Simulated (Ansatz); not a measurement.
# Decaying states in the gap of Mg3CdTe4, part 3 of 3

Aim: relax a made-up compound, Mg3CdTe4, and see how good a tunnel barrier it would be. It is built by putting Te for S, Mg for Zn in the Zn3CdS4 structure of space group P-43m, with the volume rescaled by atomic radii. The parent structure comes from the Materials Project.

Ansatz 0.2.0; PBEsol DFT, plane waves, PAW files (the session's first sound run).

So far, gap on path (eV): step 3 (the bulk crystal and its band edges, PBEsol) 1.81; step 6 (PBE) 1.92.

The structure was built from a prototype and need not be the compound's stable phase.

### 7. Complex bands at another level

This step: PBE DFT, plane waves, PAW files; complex bands by layer matching along the plane's normal (Ansatz 0.2.0).

The complex bands at that level, over its own gap, at (0, 0) and (0.5, 0).

input.yaml

```yaml
crystal:
  lattice:
    - [6.451105066, 0.0, 0.0]
    - [0.0, 6.451105066, 0.0]
    - [0.0, 0.0, 6.451105066]
  atoms:
    - { symbol: Mg, position: [0.0, 0.5, 0.5] }
    - { symbol: Mg, position: [0.5, 0.0, 0.5] }
    - { symbol: Mg, position: [0.5, 0.5, 0.0] }
    - { symbol: Cd, position: [0.0, 0.0, 0.0] }
    - { symbol: Te, position: [0.2518676199, 0.2518676199, 0.2518676199] }
    - { symbol: Te, position: [0.7481323801, 0.7481323801, 0.2518676199] }
    - { symbol: Te, position: [0.2518676199, 0.7481323801, 0.7481323801] }
    - { symbol: Te, position: [0.7481323801, 0.2518676199, 0.7481323801] }
kpoints:
  mp_grid: { grid: [4, 4, 4] }
scf:
  occupations: { method: fixed }
hamiltonian:
  xc: pbe
output:
  eigenvalues: true
  transmission:
    leads: [[0, 0]]
    kpoints: [[0.0, 0.0], [0.5, 0.0]]
    e_range: [-1.0, 2.92]
    de: 0.1
```

Run with:

```sh
$ ansatz run input.yaml --threads 2 --pin off --max-ram 4096MiB --backend cpu --events-out ev --progress --plain --runs-dir out
```

Numbers of over 12 decimals in the logs are rounded to 6 here.

The program printed:

```text
[...]
Crystal: 8 atoms, lattice volume = 268.474 Å³
Basis set: ecut = 420 eV, 5257 PW (Γ)
Bands: 69, of which v1, the nominal top of the filled ones, is band 57 counted from 1 (56 counted from 0)
Symmetry: 24 space group operations
[...]
k-points: 10 of 64 (time reversal used)
[...]
SCF iter   1: F=—  HF=-41951.844505 eV  |F-HF|=—  |Δ(HF+E_count)|=         —  Δρ=9.54e-4  dr2=5.62e-3  ethr=1.77e-3  ⟨swp⟩=5.1  Hψ=2172  notcnv=0  defer=81
[...]
SCF iter   7: F=-41951.843468 eV  HF=-41951.843467 eV  |F-HF|=9.73e-8  |Δ(HF+E_count)|=   1.32e-6  Δρ=4.11e-6  dr2=3.68e-8  ethr=8.77e-11  ⟨swp⟩=13.3  Hψ=3636  notcnv=0
SCF 1 converged in 7 iterations: F = -41951.843468 eV  dr2 = 3.68e-8
[...]
transmission: 8 of 16 steps passed
transmission: 16 of 16 steps passed
SCF converged after 7 iterations
Free energy (F): -41951.843468 eV
[...]
Internal energy: -41951.843468 eV  (E = F + TS)
E sigma→0 (E₀):  -41951.843468 eV
Fermi energy:    5.166635 eV
[...]
--- Band table (eV; the first three rows and the last of 10) ---
  k-point 0: bands = [... 53 lower, 3.8174, 5.1666, 5.1666, 5.1666, 7.0916, 7.9718, 7.9718, 7.9718, ... 8 higher]
  k-point 1: bands = [... 53 lower, 3.9654, 4.3101, 4.9128, 4.9128, 7.9765, 8.3178, 8.6265, 8.6313, ... 8 higher]
  k-point 2: bands = [... 53 lower, 4.2997, 4.2997, 4.4838, 4.4838, 8.7167, 8.9815, 9.0411, 9.2118, ... 8 higher]
  k-point 9: bands = [... 53 lower, 4.6399, 4.7807, 4.7807, 4.7807, 7.3809, 8.2996, 8.2996, 8.2996, ... 8 higher]
--- Transmission ---
  basis      : 365 plane waves across, 8 finite elements along
  points     : 2, as listed
[...]
crystal 0  : Te4Mg3Cd1, at the sites [0, 0], period 6.4511 Å: whole cells are its period
[...]
channels       : 0.000000e0 a spin
[...]
slowest decay  : 0.1409 /Å at (0.0000, 0.0000)
```

Elapsed: 25 s, on 2 threads of AMD EPYC 9R45, shared host; peak memory 1.6 GiB.

Numbers from this step:

```yaml
level_to_which_the_leads_are_filled: 0.9625 eV from the Fermi level
decay_constant_at_the_filling_level_zone_centre: 0.1409 Å⁻¹
decay_constant_at_the_filling_level_slowest_listed_point: 0.1409 Å⁻¹
```

K parallel (0, 0); values up to 1.5 1/Å, a degenerate pair printed once or twice; energies at which all values exceed this have no row. Im kz of the slowest decaying states against energy, zero at the highest filled level on the SCF mesh:

| energy (eV) | decay 1 (Å⁻¹) | decay 2 (Å⁻¹) | decay 3 (Å⁻¹) | decay 4 (Å⁻¹) |
| --- | --- | --- | --- | --- |
| -1.00 | 0.198 | 0.228 | 0.265 | 0.767 |
| -0.80 | 0.0427 | 0.236 | 0.270 | 0.303 |
| -0.70 | 0.0253 | 0.250 | 0.286 | 0.316 |
| -0.50 | 0.272 | 0.312 | 0.335 | 0.716 |
| -0.40 | 0.281 | 0.322 | 0.342 | 0.705 |
| -0.20 | 0.294 | 0.338 | 0.350 | 0.683 |
| -0.10 | 0.300 | 0.344 | 0.353 | 0.672 |
| 0.00 | 4.0e-4 | 0.00183 | 0.00185 | 0.304 |
| 0.10 | 0.0643 | 0.141 | 0.307 | 0.353 |
| 0.20 | 0.0880 | 0.195 | 0.309 | 0.354 |
| 0.40 | 0.116 | 0.265 | 0.312 | 0.350 |
| 0.60 | 0.132 | 0.312 | 0.316 | 0.339 |
| 0.70 | 0.137 | 0.311 | 0.335 | 0.364 |
| 0.90 | 0.141 | 0.308 | 0.345 | 0.363 |
| 1.00 | 0.141 | 0.305 | 0.348 | 0.361 |
| 1.20 | 0.136 | 0.298 | 0.324 | 0.356 |
| 1.30 | 0.131 | 0.294 | 0.316 | 0.353 |
| 1.50 | 0.116 | 0.283 | 0.299 | 0.346 |
| 1.70 | 0.09 | 0.270 | 0.280 | 0.336 |
| 1.80 | 0.0691 | 0.262 | 0.269 | 0.331 |
| 2.00 | 0.244 | 0.244 | 0.318 | 0.367 |
| 2.10 | 0.230 | 0.234 | 0.311 | 0.345 |
| 2.30 | 0.198 | 0.210 | 0.293 | 0.295 |
| 2.40 | 0.178 | 0.195 | 0.263 | 0.285 |
| 2.60 | 0.128 | 0.161 | 0.186 | 0.265 |
| 2.70 | 0.0925 | 0.134 | 0.253 | 0.418 |
| 2.90 | 0.0501 | 0.226 | 0.376 | 0.412 |

K parallel (0, 0). Re kz of states that move upwards against energy, zero at the highest filled level on the SCF mesh:

| energy (eV) | channel 1 (Å⁻¹) | channel 2 (Å⁻¹) | channel 3 (Å⁻¹) | channel 4 (Å⁻¹) |
| --- | --- | --- | --- | --- |
| -1.00 | -0.272 | 0.381 | 0.381 | - |
| -0.80 | -0.232 | - | - | - |
| -0.60 | -0.418 | -0.418 | -0.191 | - |
| -0.40 | -0.318 | -0.318 | -0.148 | - |
| -0.20 | -0.213 | -0.213 | -0.0993 | - |
| 0.00 | - | - | - | - |
| 0.20 | - | - | - | - |
| 0.40 | - | - | - | - |
| 0.60 | - | - | - | - |
| 0.80 | - | - | - | - |
| 1.00 | - | - | - | - |
| 1.10 | - | - | - | - |
| 1.30 | - | - | - | - |
| 1.50 | - | - | - | - |
| 1.70 | - | - | - | - |
| 1.90 | - | - | - | - |
| 2.10 | 0.0888 | - | - | - |
| 2.30 | 0.137 | - | - | - |
| 2.50 | 0.179 | - | - | - |
| 2.70 | 0.220 | - | - | - |
| 2.90 | 0.0891 | 0.0891 | 0.130 | 0.264 |

K parallel (0.5, 0); values up to 1.5 1/Å, a degenerate pair printed once or twice; energies at which all values exceed this have no row. Table of Im kz of the slowest decaying states by energy, zero at the highest filled level on the SCF mesh:

| energy (eV) | decay 1 (Å⁻¹) | decay 2 (Å⁻¹) | decay 3 (Å⁻¹) | decay 4 (Å⁻¹) |
| --- | --- | --- | --- | --- |
| -1.00 | 0.123 | 0.199 | 0.795 | 0.912 |
| -0.80 | 0.0275 | 0.118 | 0.765 | 0.881 |
| -0.70 | 0.0644 | 0.142 | 0.749 | 0.865 |
| -0.50 | 0.0148 | 0.0783 | 0.158 | 0.217 |
| -0.40 | 0.0678 | 0.133 | 0.191 | 0.240 |
| -0.20 | 0.196 | 0.225 | 0.237 | 0.276 |
| -0.10 | 0.230 | 0.255 | 0.255 | 0.289 |
| 0.00 | 0.257 | 0.270 | 0.279 | 0.301 |
| 0.10 | 0.279 | 0.282 | 0.300 | 0.311 |
| 0.20 | 0.293 | 0.298 | 0.317 | 0.320 |
| 0.40 | 0.310 | 0.329 | 0.333 | 0.345 |
| 0.60 | 0.322 | 0.342 | 0.352 | 0.366 |
| 0.70 | 0.327 | 0.346 | 0.361 | 0.374 |
| 0.90 | 0.334 | 0.350 | 0.375 | 0.378 |
| 1.00 | 0.336 | 0.351 | 0.379 | 0.381 |
| 1.20 | 0.339 | 0.351 | 0.384 | 0.388 |
| 1.30 | 0.339 | 0.350 | 0.388 | 0.391 |
| 1.50 | 0.337 | 0.347 | 0.384 | 0.401 |
| 1.70 | 0.333 | 0.341 | 0.385 | 0.398 |
| 1.80 | 0.331 | 0.337 | 0.390 | 0.397 |
| 2.00 | 0.323 | 0.327 | 0.384 | 0.392 |
| 2.10 | 0.318 | 0.322 | 0.380 | 0.388 |
| 2.30 | 0.307 | 0.308 | 0.370 | 0.379 |
| 2.40 | 0.300 | 0.301 | 0.364 | 0.374 |
| 2.60 | 0.282 | 0.285 | 0.349 | 0.361 |
| 2.70 | 0.272 | 0.276 | 0.341 | 0.354 |
| 2.90 | 0.247 | 0.256 | 0.320 | 0.337 |

At the listed wavevectors the last open channel is at -0.10 eV and the next at +2.00 eV on the grid. At +1.00 eV, the grid energy nearest the filling level (the middle of the gap on the SCF mesh), the slowest state at the listed wavevectors decays with κ = 0.141 Å⁻¹, its amplitude falling by e over 7.1 Å; the first such run, plane (001), gave 0.133 Å⁻¹.

### 8. What came out

| Property | Result |
| --- | --- |
| band gap | 1.81 eV |
| least decay constant at mid-gap, normal to (001) | 0.133 Å⁻¹ |
| least decay constant on a mesh, normal to (001) | 0.133 Å⁻¹ |
| least decay constant, PBE | 0.141 Å⁻¹ |

With PBEsol, the slowest decay at the wavevectors tried is κ = 0.133 Å⁻¹, normal to (001). Through such a film the transmission near mid-gap falls as exp(−2κd), a factor of ten every 8.6 Å. A free electron under a barrier of half the gap would need a mass of 0.075 mₑ to decay at this rate. With PBE the gap goes from 1.81 to 1.93 eV and the decay constant, over the first 2 listed wavevectors, from 0.133 to 0.141 Å⁻¹. The compound is made up by substitution; its stability against other phases and against distortions of the cell's symmetry was not tested. A semilocal functional narrows gaps, while spin-orbit coupling, left out here, narrows them in compounds of heavy elements, so the error in κ can go either way.

[Logs are printed without paths, hosts, clocks, repeated set-up lines and the standing remarks that a program may print on its own settings, such as how far it seeks lower states.]

[Hosts, paths, dates, database ids (printed as entryN), source tags and the programs' standing remarks are cut or masked in the printed files.]
